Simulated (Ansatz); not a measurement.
# Puckered SnSe bilayer (AB) in a perpendicular field, part 3 of 3

Wanted: the out-of-plane response of the puckered SnSe bilayer (AB). A positive field points along +c.

Ansatz 0.2.0; plane-wave DFT, PBE-D3(BJ), Ansatz PAW.

So far. Step 9 (Single point, field -0.2 V/Å): The dipole is -0.225 e·Å, and the gap 0.887 eV.

## 10. Atoms held, field 0.3 V/Å

input.yaml

```yaml
crystal:
  lattice:
    - [4.3920407832, 0.0, 0.0]
    - [0.0, 4.2405261612, 0.0]
    - [0.0, 0.0, 26.6627952944]
  atoms:
    - { symbol: Sn, position: [0.0319653409, 0.0, 0.3375490042] }
    - { symbol: Se, position: [0.4662769957, 0.5, 0.3454657657] }
    - { symbol: Se, position: [0.9676376754, 0.0, 0.4392954146] }
    - { symbol: Sn, position: [0.5341199879, 0.5, 0.4475310045] }
    - { symbol: Sn, position: [0.0341199879, 0.5, 0.5524689955] }
    - { symbol: Se, position: [0.4676376754, 0.0, 0.5607045854] }
    - { symbol: Se, position: [0.9662769957, 0.5, 0.6545342343] }
    - { symbol: Sn, position: [0.5319653409, 0.0, 0.6624509958] }
kpoints:
  mp_grid: { grid: [10, 10, 1] }
  band_path:
    path:
      - [0, 0, 0]
      - [0.5, 0, 0]
      - [0.5, 0.5, 0]
      - [0, 0, 0]
      - [0, 0.5, 0]
      - [0.5, 0.5, 0]
    npoints: 16
hamiltonian:
  xc: pbe
  dispersion: d3bj
scf:
  occupations: { method: fermi_dirac, width: 0.02585 }
  convergence: { dr2_threshold: 1.0e-10 }
efield:
  axis: 3
  dipole_correction: true
  ramp_position: 0.9632
  ramp_width: 0.0736
  amplitude: 0.3
output:
  write_potential: true
  write_density: true
  volumetric_format: npy
```

The run is started by

```console
$ ansatz run input.yaml --threads 4 --pin off --max-ram 8192MiB --backend cpu --events-out ev --progress --plain --runs-dir out
```

Numbers of over 12 decimals in the logs are rounded to 6 here.

The program printed:

```text
[...]
Crystal: 8 atoms, lattice volume = 496.583 Å³
Basis set: ecut = 420 eV, 9693 PW (Γ)
Bands: 72, of which v1, the nominal top of the filled ones, is band 60 counted from 1 (59 counted from 0)
Symmetry: 2 space group operations
k-points: 36 of 100 (time reversal used)
[...]
k-point 0: bands = [... 56 lower, -0.3248, -0.3207, 0.8147, 0.9642, 2.3829, 3.9079, 4.2709, 4.5109, ... 8 higher]
  k-point 1: bands = [... 56 lower, -0.2639, -0.1413, 0.7984, 0.9264, 2.4244, 3.9422, 4.3162, 4.5899, ... 8 higher]
  k-point 2: bands = [... 56 lower, 0.1069, 0.2020, 0.6940, 0.8185, 2.5885, 3.7068, 3.7560, 4.0294, ... 8 higher]
  k-point 35: bands = [... 56 lower, -0.3970, -0.3062, -0.2828, -0.2027, 4.1773, 4.2485, 4.2889, 4.4846, ... 8 higher]
[key lines of the parts left out:]
SCF converged after 15 iterations
Free energy (F): -45978.845304 eV
Fermi energy:    1.786531 eV
Dipole field:    D = 0.123182 V/Å  (p = 0.338048 e·Å, saw-weighted, corrected)
```

It took 2.4 min on 4 threads of Intel Xeon at 2.50GHz (Skylake/Cascade Lake), shared host; peak memory 2 GiB; 9.3 min of CPU time.

The dipole is 0.338 e·Å, and the gap 0.881 eV.

## 11. Single point, field -0.3 V/Å

input.yaml: that of step 10 with these lines changed.

```diff
@@ -36,3 +36,3 @@
   ramp_width: 0.0736
-  amplitude: 0.3
+  amplitude: -0.3
 output:
```

The program printed:

```text
[...]
Crystal: 8 atoms, lattice volume = 496.583 Å³
Basis set: ecut = 420 eV, 9693 PW (Γ)
Bands: 72, of which v1, the nominal top of the filled ones, is band 60 counted from 1 (59 counted from 0)
Symmetry: 2 space group operations
k-points: 36 of 100 (time reversal used)
[...]
k-point 0: bands = [... 56 lower, -0.3248, -0.3207, 0.8147, 0.9642, 2.3829, 3.9079, 4.2709, 4.5109, ... 8 higher]
  k-point 1: bands = [... 56 lower, -0.2639, -0.1413, 0.7984, 0.9264, 2.4244, 3.9422, 4.3162, 4.5899, ... 8 higher]
  k-point 2: bands = [... 56 lower, 0.1069, 0.2020, 0.6940, 0.8185, 2.5885, 3.7068, 3.7560, 4.0294, ... 8 higher]
  k-point 35: bands = [... 56 lower, -0.3970, -0.3062, -0.2828, -0.2027, 4.1773, 4.2485, 4.2889, 4.4846, ... 8 higher]
[key lines of the parts left out:]
SCF converged after 16 iterations
Free energy (F): -45978.845304 eV
Fermi energy:    1.786531 eV
Dipole field:    D = -0.123186 V/Å  (p = -0.338057 e·Å, saw-weighted, corrected)
```

It took 2.5 min on 4 threads; peak memory 2 GiB; 9.9 min of CPU time.

The dipole is -0.338 e·Å, and the gap 0.881 eV.

## 12. Atoms held, field 0.4 V/Å

input.yaml: that of step 11 with these lines changed.

```diff
@@ -34,5 +34,5 @@
   dipole_correction: true
-  ramp_position: 0.9632
-  ramp_width: 0.0736
-  amplitude: -0.3
+  ramp_position: 0.9284
+  ramp_width: 0.1433
+  amplitude: 0.4
 output:
```

The program printed:

```text
[...]
Crystal: 8 atoms, lattice volume = 496.583 Å³
Basis set: ecut = 420 eV, 9693 PW (Γ)
Bands: 72, of which v1, the nominal top of the filled ones, is band 60 counted from 1 (59 counted from 0)
Symmetry: 2 space group operations
k-points: 36 of 100 (time reversal used)
[...]
k-point 0: bands = [... 56 lower, -0.3182, -0.3175, 0.7945, 0.9766, 2.3667, 3.8228, 4.2598, 4.4039, ... 8 higher]
  k-point 1: bands = [... 56 lower, -0.2709, -0.1336, 0.7766, 0.9405, 2.4089, 3.8686, 4.2865, 4.4923, ... 8 higher]
  k-point 2: bands = [... 56 lower, 0.0866, 0.2125, 0.6770, 0.8302, 2.5743, 3.6892, 3.7484, 4.0184, ... 8 higher]
  k-point 35: bands = [... 56 lower, -0.4196, -0.3269, -0.2675, -0.1891, 4.1608, 4.2507, 4.2558, 4.5116, ... 8 higher]
[key lines of the parts left out:]
SCF converged after 16 iterations
Free energy (F): -45978.884749 eV
Fermi energy:    1.788541 eV
Dipole field:    D = 0.164298 V/Å  (p = 0.450882 e·Å, saw-weighted, corrected)
```

Wall time 2.6 min (4 threads); peak memory 2 GiB; 10 min of CPU time.

The dipole is 0.451 e·Å, and the gap 0.869 eV.

## 13. Atoms held, field -0.4 V/Å

input.yaml: that of step 12 with these lines changed.

```diff
@@ -36,3 +36,3 @@
   ramp_width: 0.1433
-  amplitude: 0.4
+  amplitude: -0.4
 output:
```

The program printed:

```text
[...]
Crystal: 8 atoms, lattice volume = 496.583 Å³
Basis set: ecut = 420 eV, 9693 PW (Γ)
Bands: 72, of which v1, the nominal top of the filled ones, is band 60 counted from 1 (59 counted from 0)
Symmetry: 2 space group operations
k-points: 36 of 100 (time reversal used)
[...]
k-point 0: bands = [... 56 lower, -0.3176, -0.3169, 0.7951, 0.9772, 2.3673, 3.8233, 4.2605, 4.4038, ... 8 higher]
  k-point 1: bands = [... 56 lower, -0.2703, -0.1329, 0.7772, 0.9412, 2.4095, 3.8691, 4.2870, 4.4923, ... 8 higher]
  k-point 2: bands = [... 56 lower, 0.0872, 0.2131, 0.6777, 0.8308, 2.5750, 3.6899, 3.7491, 4.0190, ... 8 higher]
  k-point 35: bands = [... 56 lower, -0.4190, -0.3263, -0.2669, -0.1884, 4.1614, 4.2513, 4.2564, 4.5123, ... 8 higher]
[key lines of the parts left out:]
SCF converged after 15 iterations
Free energy (F): -45978.884749 eV
Fermi energy:    1.789170 eV
Dipole field:    D = -0.164295 V/Å  (p = -0.450874 e·Å, saw-weighted, corrected)
```

Elapsed: 2.5 min, on 4 threads; peak memory 2 GiB; 9.6 min of CPU time.

The dipole is -0.451 e·Å, and the gap 0.869 eV.

## 14. Response, atoms held

This step: plane-wave DFT, PBE-D3(BJ), Ansatz PAW; response to a field along the normal, atoms held (Ansatz 0.2.0).

The dipoles give the slope, and the difference of two potentials shows where the field is screened.

This step gave:

```
equivalent conductor thickness p/(ε₀AE) : 10.94 Å
distance between the outer atoms        : 8.663 Å
```

Dipole of the cell against applied field:

| applied field (V/Å) | dipole of the cell (e·Å) |
| --- | --- |
| -0.400 | -0.451 |
| -0.300 | -0.338 |
| -0.200 | -0.225 |
| -0.100 | -0.113 |
| -0.050 | -0.0563 |
| 0.000 | 5.8e-7 |
| 0.050 | 0.0563 |
| 0.100 | 0.113 |
| 0.200 | 0.225 |
| 0.300 | 0.338 |
| 0.400 | 0.451 |

Local field over the applied field, running mean. From the potentials at -0.05 and 0.05 V/Å; running mean over 2.8 Å. Table of local field over applied field by z:

z (Å), local field over applied field and a bar:
```
      4.5      0.997 ##############################
      5.0      0.991 ##############################
      5.5      0.976 #############################
      6.0      0.937 ############################
      6.5      0.855 ##########################
      7.0      0.715 #####################
      7.5      0.544 ################
      8.0      0.379 ###########
      8.5      0.236 ######
      9.0      0.117 ##
      9.5      0.051 
     10.0      0.044 
     10.5      0.048 
     11.0      0.039 
     11.5      0.042 
     12.0      0.068 #
     12.5      0.086 ##
     13.0      0.083 #
     13.5      0.081 #
     14.0      0.087 ##
     14.5      0.076 #
     15.0      0.048 
     15.5      0.037 
     16.0      0.046 
     16.5      0.046 
     17.0      0.044 
     17.5      0.088 ##
     18.0      0.193 #####
     18.5      0.330 #########
     19.0      0.489 ##############
     19.5      0.661 ###################
     20.0      0.816 ########################
     20.5      0.916 ###########################
     21.0      0.967 #############################
     21.5      0.988 ##############################
     22.0      0.996 ##############################
     22.5      0.998 ##############################
```

Electrons, planar mean, per unit field. Induced electron density against z:

| z (Å) | induced electron density (e/Å³ per V/Å) |
| --- | --- |
| 4.5 | 1.1e-5 |
| 5.0 | 3.3e-5 |
| 5.5 | 9.4e-5 |
| 6.0 | 2.6e-4 |
| 6.5 | 6.7e-4 |
| 7.0 | 0.00158 |
| 7.5 | 0.00309 |
| 8.0 | 0.00388 |
| 8.5 | 0.00149 |
| 9.0 | -4.8e-4 |
| 9.5 | -4.3e-4 |
| 10.0 | 5.7e-4 |
| 10.5 | -1.4e-4 |
| 11.0 | -5.0e-4 |
| 11.5 | 7.0e-4 |
| 12.0 | 3.0e-4 |
| 12.5 | -0.00114 |
| 13.0 | -0.00114 |
| 13.5 | 6.3e-4 |
| 14.0 | 0.00143 |
| 14.5 | 1.4e-4 |
| 15.0 | -7.8e-4 |
| 15.5 | 1.7e-4 |
| 16.0 | 3.9e-4 |
| 16.5 | -4.2e-4 |
| 17.0 | -5.1e-5 |
| 17.5 | 6.8e-4 |
| 18.0 | -5.9e-4 |
| 18.5 | -0.00342 |
| 19.0 | -0.00356 |
| 19.5 | -0.00203 |
| 20.0 | -8.9e-4 |
| 20.5 | -3.6e-4 |
| 21.0 | -1.3e-4 |
| 21.5 | -4.6e-5 |
| 22.0 | -1.6e-5 |
| 22.5 | -5.1e-6 |

The smaller of the gaps on the path and on the k-mesh, counted as 0 under 0.03 eV. Gap against applied field:

| applied field (V/Å) | gap (eV) |
| --- | --- |
| -0.400 | 0.869 |
| -0.300 | 0.881 |
| -0.200 | 0.887 |
| -0.100 | 0.891 |
| -0.050 | 0.892 |
| 0.000 | 0.893 |
| 0.050 | 0.892 |
| 0.100 | 0.891 |
| 0.200 | 0.887 |
| 0.300 | 0.881 |
| 0.400 | 0.869 |

By hand: between -0.05 and 0.05 V/Å the dipole changes by 0.1126 e·Å, a slope of 1.126 e·Å²/V. A perfect conductor of thickness t has p = ε₀AEt, so t = 180.95 × 1.126 / 18.625 = 10.94 Å (e/ε₀ = 180.95 V·Å, A in Å²).

The induced dipole is that of a conductor 10.94 Å thick.

## 15. Results

```json
{
  "gap without field": "0.893 eV",
  "ionisation energy, upper face": "4.40 eV",
  "electron affinity, upper face": "3.51 eV",
  "equivalent conductor thickness, atoms held": "10.9 Å"
}
```

In words: The induced dipole equals that of a perfect conductor 10.94 Å thick, while the outer atoms lie 8.66 Å apart; an out-of-plane ε follows only once a thickness t is chosen, by 1 − 1/ε = 10.94 Å / t. The gap goes from 0.89 eV to 0.87 eV at -0.4 V/Å. Semilocal functionals give gaps that are too small, and excitons are not included. Spin-orbit coupling is left out, which matters for the bands of elements this heavy.

[Logs are printed without paths, hosts, clocks, repeated set-up lines and the standing remarks that a program may print on its own settings, such as how far it seeks lower states.]

[Hosts, paths, dates, database ids (printed as entryN), source tags and the programs' standing remarks are cut or masked in the printed files.]

[Maps of the electrostatic potential energy from Ansatz leave out the sawtooth potential of an applied field or a dipole correction, so their vacuum need not be flat; planar profiles and work functions include it.]
